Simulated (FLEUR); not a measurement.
# Collinear magnetic orders of CoGe with FLEUR

Does CoGe prefer parallel or opposed moments?

Method: PBEsol; all-electron FLAPW, Dirac cores, scalar-relativistic bands, in FLEUR MaX-R8.1.

Most raw output is cut from this account.

### Step 1. Starting point

Symmetry: P2_13, No. 198, cubic system. Conventional cell: a = 4.579 Å, b = 4.579 Å, c = 4.579 Å, α = 90.00°, β = 90.00°, γ = 90.00°. Nearest to Co lie 7 Ge at 2.36 to 2.57 Å. Ge has 7 Co at 2.36 to 2.57 Å nearest. Farther neighbours are not listed.

As a file:

```
Co Ge
1.0
     4.57947    0.00000    0.00000
     0.00000    4.57947    0.00000
     0.00000    0.00000    4.57947
Co Ge
4 4
Direct
  0.13683 0.13683 0.13683
  0.36317 0.86317 0.63683
  0.63683 0.36317 0.86317
  0.86317 0.63683 0.36317
  0.83981 0.83981 0.83981
  0.66019 0.16019 0.33981
  0.33981 0.66019 0.16019
  0.16019 0.33981 0.66019
```

The cell comes from a database of computed structures and need not be the stable phase.

### Step 2. Order 1, typed as ferro ++++

The parallel start comes first: it shows whether parallel moments hold.

inpgen writes inp.xml from crystal.txt; cutoffs, mixing, functional, smearing and local orbitals are then set in the file. The k list default-1 (kpts.xml, not shown) is a Γ-centred 6×6×6 mesh; where the ranks do not divide the number of points, some are split in two of half the weight.

File inp.xml:

```
<?xml version="1.0" encoding="UTF-8" standalone="no"?>
<fleurInput fleurInputVersion="0.39">
   <comment>
      CoGe
   </comment>
   <calculationSetup>
      <cutoffs Kmax="3.78" Gmax="11.3" GmaxXC="11.3" numbands="0"/>
      <scfLoop itmax="90" minDistance="0.00002" maxIterBroyd="15" imix="Anderson" alpha="0.05" precondParam="0.0" spinf="2.0" sdNocoIR="T"/>
      <coreElectrons ctail="T" frcor="F" kcrel="0" coretail_lmax="0"/>
      <xcFunctional name="PBEs" relativisticCorrections="F"/>
      <magnetism jspins="2"/>
      <soc l_soc="F" theta="0.0" phi="0.0" spav="F"/>
      <expertModes spex="0" secvar="F"/>
      <geometryOptimization l_f="F" forcealpha="1.0" forcemix="BFGS" epsdisp="0.00001" epsforce="0.00001"/>
      <ldaU l_linMix="F" mixParam="0.05" spinf="1.0"/>
   </calculationSetup>
   <cell>
      <bzIntegration valenceElectrons="124.0" mode="hist" fermiSmearingEnergy="0.00293995">
         <kPointListSelection listName="default-1"/>
         <xi:include xmlns:xi="http://www.w3.org/2001/XInclude" href="kpts.xml"> </xi:include>
      </bzIntegration>
      <xi:include xmlns:xi="http://www.w3.org/2001/XInclude" href="sym.xml"> </xi:include>
      <bulkLattice scale="1.0">
         <bravaisMatrix>
            <row-1>    8.6539529019457024     0.0000000000000000     0.0000000000000000</row-1>
            <row-2>    0.0000000000000000     8.6539529019457024     0.0000000000000000</row-2>
            <row-3>    0.0000000000000000     0.0000000000000000     8.6539529019457024</row-3>
         </bravaisMatrix>
      </bulkLattice>
   </cell>
   <atomSpecies>
      <species name="Cobalt (Co2.000" element="Co" atomicNumber="27">
         <mtSphere radius="2.17" gridPoints="717" logIncrement="0.017"/>
         <atomicCutoffs lmax="8" lnonsphr="6"/>
         <electronConfig flipSpins="F">
            <coreConfig>(1s1/2) (2s1/2) (2p1/2) (2p3/2)</coreConfig>
            <valenceConfig>(3s1/2) (3p1/2) (3p3/2) (4s1/2) (3d3/2) (3d5/2)</valenceConfig>
            <stateOccupation state="(3d3/2)" spinUp="1.5" spinDown="1.3"/>
            <stateOccupation state="(3d5/2)" spinUp="3.0" spinDown="1.2"/>
         </electronConfig>
         <energyParameters s="4" p="4" d="3" f="4"/>
         <lo type="SCLO" l="0" n="3" eDeriv="0"/>
         <lo type="SCLO" l="1" n="3" eDeriv="0"/>
      </species>
      <species name="Germanium (Ge)" element="Ge" atomicNumber="32">
         <mtSphere radius="2.17" gridPoints="717" logIncrement="0.017"/>
         <atomicCutoffs lmax="8" lnonsphr="6"/>
         <electronConfig flipSpins="F">
            <coreConfig>(1s1/2) (2s1/2) (2p1/2) (2p3/2) (3s1/2) (3p1/2) (3p3/2)</coreConfig>
            <valenceConfig>(4s1/2) (3d3/2) (3d5/2) (4p1/2) (4p3/2)</valenceConfig>
            <stateOccupation state="(4p1/2)" spinUp="0.333333" spinDown="0.333333"/>
            <stateOccupation state="(4p3/2)" spinUp="0.666667" spinDown="0.666667"/>
         </electronConfig>
         <energyParameters s="4" p="4" d="3" f="4"/>
      </species>
   </atomSpecies>
   <atomGroups>
      <atomGroup species="Cobalt (Co2.000">
         <relPos label="                   1">.1368306200 .1368306200 .1368306200</relPos>
         <relPos label="                   2">.3631693800 -.1368306200 -.3631693800</relPos>
         <relPos label="                   3">-.3631693800 .3631693800 -.1368306200</relPos>
         <relPos label="                   4">-.1368306200 -.3631693800 .3631693800</relPos>
         <force calculate="T" relaxXYZ="TTT"/>
      </atomGroup>
      <atomGroup species="Germanium (Ge)">
         <relPos label="                   5">-.1601917900 -.1601917900 -.1601917900</relPos>
         <relPos label="                   6">-.3398082100 .1601917900 .3398082100</relPos>
         <relPos label="                   7">.3398082100 -.3398082100 .1601917900</relPos>
         <relPos label="                   8">.1601917900 .3398082100 -.3398082100</relPos>
         <force calculate="T" relaxXYZ="TTT"/>
      </atomGroup>
   </atomGroups>
   <output dos="F" band="F" slice="F">
      <bandDOS minEnergy="-.5*Htr" maxEnergy="0.5*Htr" sigma="0.015" storeEVData="T"/>
      <plotting iplot="0" polar="F">
         <plot TwoD="T" vec1="  1.0  0.0  0.0" vec2="  0.0  1.0  0.0" vec3="  0.0  0.0  1.0" zero="  0.0  0.0  0.0" file="plot"/>
      </plotting>
      <moessbauerParams electricFieldGradient="F" isomerShift="F" coreHyperfine="F" valenceHyperfine="F"/>
   </output>
</fleurInput>
```

File crystal.txt:

```
CoGe
&input film=F cartesian=F /
4.57947466000  0.00000000000  0.00000000000
0.00000000000  4.57947466000  0.00000000000
0.00000000000  0.00000000000  4.57947466000
1.8897261246
1.0 1.0 1.0

8
27 0.13683062000  0.13683062000  0.13683062000 : 2.000
27 0.36316938000  0.86316938000  0.63683062000 : 2.000
27 0.63683062000  0.36316938000  0.86316938000 : 2.000
27 0.86316938000  0.63683062000  0.36316938000 : 2.000
32 0.83980821000  0.83980821000  0.83980821000
32 0.66019179000  0.16019179000  0.33980821000
32 0.33980821000  0.66019179000  0.16019179000
32 0.16019179000  0.33980821000  0.66019179000

&kpt div1=6 div2=6 div3=6 gamma=T /
```

On the command line:

```bash
$ OMP_NUM_THREADS=1 inpgen -f crystal.txt > inpgen.log  # inp.xml is then edited as shown
$ OMP_NUM_THREADS=1 mpirun -n 4 fleur_MPI > fleur.log
```

The job ended after 3 min (4 MPI ranks of Arm Neoverse V1, shared host; peak memory 0.33 GiB).

The spin moment in the muffin-tin sphere vanishes on all atoms.

This step gave:

```yaml
free_energy: -379852.7828 eV
program_s_band_gap_on_this_mesh_in_a_metal_only_a_level_spacing: 3.57e-7 eV
final_state: non-magnetic
```

After 26 cycles the seed has died away: no moment is left.

### Step 3. Start 2: antiferro ++--

Reversing part of the moments tests the sign of the couplings between them.

Changes to inp.xml since step 2:

```diff
@@ -44,2 +44,15 @@
       </species>
+      <species name="Cobalt (Co-2.000" element="Co" atomicNumber="27">
+         <mtSphere radius="2.17" gridPoints="717" logIncrement="0.017"/>
+         <atomicCutoffs lmax="8" lnonsphr="6"/>
+         <electronConfig flipSpins="F">
+            <coreConfig>(1s1/2) (2s1/2) (2p1/2) (2p3/2)</coreConfig>
+            <valenceConfig>(3s1/2) (3p1/2) (3p3/2) (4s1/2) (3d3/2) (3d5/2)</valenceConfig>
+            <stateOccupation state="(3d3/2)" spinUp="1.3" spinDown="1.5"/>
+            <stateOccupation state="(3d5/2)" spinUp="1.2" spinDown="3.0"/>
+         </electronConfig>
+         <energyParameters s="4" p="4" d="3" f="4"/>
+         <lo type="SCLO" l="0" n="3" eDeriv="0"/>
+         <lo type="SCLO" l="1" n="3" eDeriv="0"/>
+      </species>
       <species name="Germanium (Ge)" element="Ge" atomicNumber="32">
@@ -60,2 +73,5 @@
          <relPos label="                   2">.3631693800 -.1368306200 -.3631693800</relPos>
+         <force calculate="T" relaxXYZ="TTT"/>
+      </atomGroup>
+      <atomGroup species="Cobalt (Co-2.000">
          <relPos label="                   3">-.3631693800 .3631693800 -.1368306200</relPos>
@@ -67,2 +83,5 @@
          <relPos label="                   6">-.3398082100 .1601917900 .3398082100</relPos>
+         <force calculate="T" relaxXYZ="TTT"/>
+      </atomGroup>
+      <atomGroup species="Germanium (Ge)">
          <relPos label="                   7">.3398082100 -.3398082100 .1601917900</relPos>
```

Changes to crystal.txt since step 2:

```diff
@@ -11,4 +11,4 @@
 27 0.36316938000  0.86316938000  0.63683062000 : 2.000
-27 0.63683062000  0.36316938000  0.86316938000 : 2.000
-27 0.86316938000  0.63683062000  0.36316938000 : 2.000
+27 0.63683062000  0.36316938000  0.86316938000 : -2.000
+27 0.86316938000  0.63683062000  0.36316938000 : -2.000
 32 0.83980821000  0.83980821000  0.83980821000
```

The job ended after 11 min (4 MPI ranks; peak memory 0.75 GiB).

The spin moment in the muffin-tin sphere vanishes on all atoms.

This step gave:

```
free energy                                                       : -379852.7828 eV
program's band gap on this mesh (in a metal only a level spacing) : 0 eV
final state                                                       : non-magnetic
```

It ends in the same state without moments as the first start; the 2.8e-5 meV a seeded atom between them is numerical noise.

### Step 4. Order 3, typed as no spin polarisation

Without spin polarisation no moment can form, so the difference from the other runs is what forming moments gains.

Changes to inp.xml since step 3:

```diff
@@ -10,3 +10,3 @@
       <xcFunctional name="PBEs" relativisticCorrections="F"/>
-      <magnetism jspins="2"/>
+      <magnetism jspins="1"/>
       <soc l_soc="F" theta="0.0" phi="0.0" spav="F"/>
@@ -31,3 +31,3 @@
    <atomSpecies>
-      <species name="Cobalt (Co2.000" element="Co" atomicNumber="27">
+      <species name="Cobalt (Co)" element="Co" atomicNumber="27">
          <mtSphere radius="2.17" gridPoints="717" logIncrement="0.017"/>
@@ -37,17 +37,4 @@
             <valenceConfig>(3s1/2) (3p1/2) (3p3/2) (4s1/2) (3d3/2) (3d5/2)</valenceConfig>
-            <stateOccupation state="(3d3/2)" spinUp="1.5" spinDown="1.3"/>
-            <stateOccupation state="(3d5/2)" spinUp="3.0" spinDown="1.2"/>
-         </electronConfig>
-         <energyParameters s="4" p="4" d="3" f="4"/>
-         <lo type="SCLO" l="0" n="3" eDeriv="0"/>
-         <lo type="SCLO" l="1" n="3" eDeriv="0"/>
-      </species>
-      <species name="Cobalt (Co-2.000" element="Co" atomicNumber="27">
-         <mtSphere radius="2.17" gridPoints="717" logIncrement="0.017"/>
-         <atomicCutoffs lmax="8" lnonsphr="6"/>
-         <electronConfig flipSpins="F">
-            <coreConfig>(1s1/2) (2s1/2) (2p1/2) (2p3/2)</coreConfig>
-            <valenceConfig>(3s1/2) (3p1/2) (3p3/2) (4s1/2) (3d3/2) (3d5/2)</valenceConfig>
-            <stateOccupation state="(3d3/2)" spinUp="1.3" spinDown="1.5"/>
-            <stateOccupation state="(3d5/2)" spinUp="1.2" spinDown="3.0"/>
+            <stateOccupation state="(3d3/2)" spinUp="1.400000" spinDown="1.400000"/>
+            <stateOccupation state="(3d5/2)" spinUp="2.100000" spinDown="2.100000"/>
          </electronConfig>
@@ -70,8 +57,5 @@
    <atomGroups>
-      <atomGroup species="Cobalt (Co2.000">
+      <atomGroup species="Cobalt (Co)">
          <relPos label="                   1">.1368306200 .1368306200 .1368306200</relPos>
          <relPos label="                   2">.3631693800 -.1368306200 -.3631693800</relPos>
-         <force calculate="T" relaxXYZ="TTT"/>
-      </atomGroup>
-      <atomGroup species="Cobalt (Co-2.000">
          <relPos label="                   3">-.3631693800 .3631693800 -.1368306200</relPos>
@@ -83,5 +67,2 @@
          <relPos label="                   6">-.3398082100 .1601917900 .3398082100</relPos>
-         <force calculate="T" relaxXYZ="TTT"/>
-      </atomGroup>
-      <atomGroup species="Germanium (Ge)">
          <relPos label="                   7">.3398082100 -.3398082100 .1601917900</relPos>
```

File crystal.txt:

```
CoGe
&input film=F cartesian=F /
4.57947466000  0.00000000000  0.00000000000
0.00000000000  4.57947466000  0.00000000000
0.00000000000  0.00000000000  4.57947466000
1.8897261246
1.0 1.0 1.0

8
27 0.13683062000  0.13683062000  0.13683062000
27 0.36316938000  0.86316938000  0.63683062000
27 0.63683062000  0.36316938000  0.86316938000
27 0.86316938000  0.63683062000  0.36316938000
32 0.83980821000  0.83980821000  0.83980821000
32 0.66019179000  0.16019179000  0.33980821000
32 0.33980821000  0.66019179000  0.16019179000
32 0.16019179000  0.33980821000  0.66019179000

&kpt div1=6 div2=6 div3=6 gamma=T /
```

Elapsed: 67 s, on 4 MPI ranks; peak memory 0.27 GiB.

This step gave:

| Property | Result |
| --- | --- |
| free energy | -379852.7828 eV |
| program's band gap on this mesh (in a metal only a level spacing) | 0 eV |
| final state | non-magnetic (no spin polarisation) |

It ends in the same state without moments as the first start; the 5.7e-4 meV a seeded atom between them is numerical noise.

### Step 5. The states side by side

Free energies are divided by the number of seeded atoms.

Orders:

```tsv
start	final state	typed order kept	energy over the lowest (meV a seeded atom)	largest sphere moment (μB)	net moment (μB a primitive cell)	mesh matched	CPU time (s)
ferro ++++	non-magnetic	no	0	0	0	yes	729.5
antiferro ++--	non-magnetic	no	0	0	0	yes	2529
no spin polarisation	non-magnetic	-	5.73e-4	0	0	yes	268.9
```

### Step 6. What came out

```
lowest state found       : non-magnetic (typed ferro ++++)
largest site spin moment : 0 μB
```

**Reading.** The lowest state carries no moment above 0.15 μB, and no start kept one. Only 3 starts were tried; other patterns of signs, canted and longer-period orders were not. With 4 seeded atoms in the first cell, sign patterns within that cell may remain untried.

[Logs and program files are shortened in this print: banners, set-up blocks, solver, clock and traceback lines can be left out without a mark of their own.]

[Logs are printed without paths, hosts, clocks, repeated set-up lines and the standing remarks that a program may print on its own settings, such as how far it seeks lower states.]

[Hosts, paths, dates, database ids (printed as entryN), source tags and the programs' standing remarks are cut or masked in the printed files.]

[Where a cell is said to come from a database of computed structures, the database is the Materials Project.]
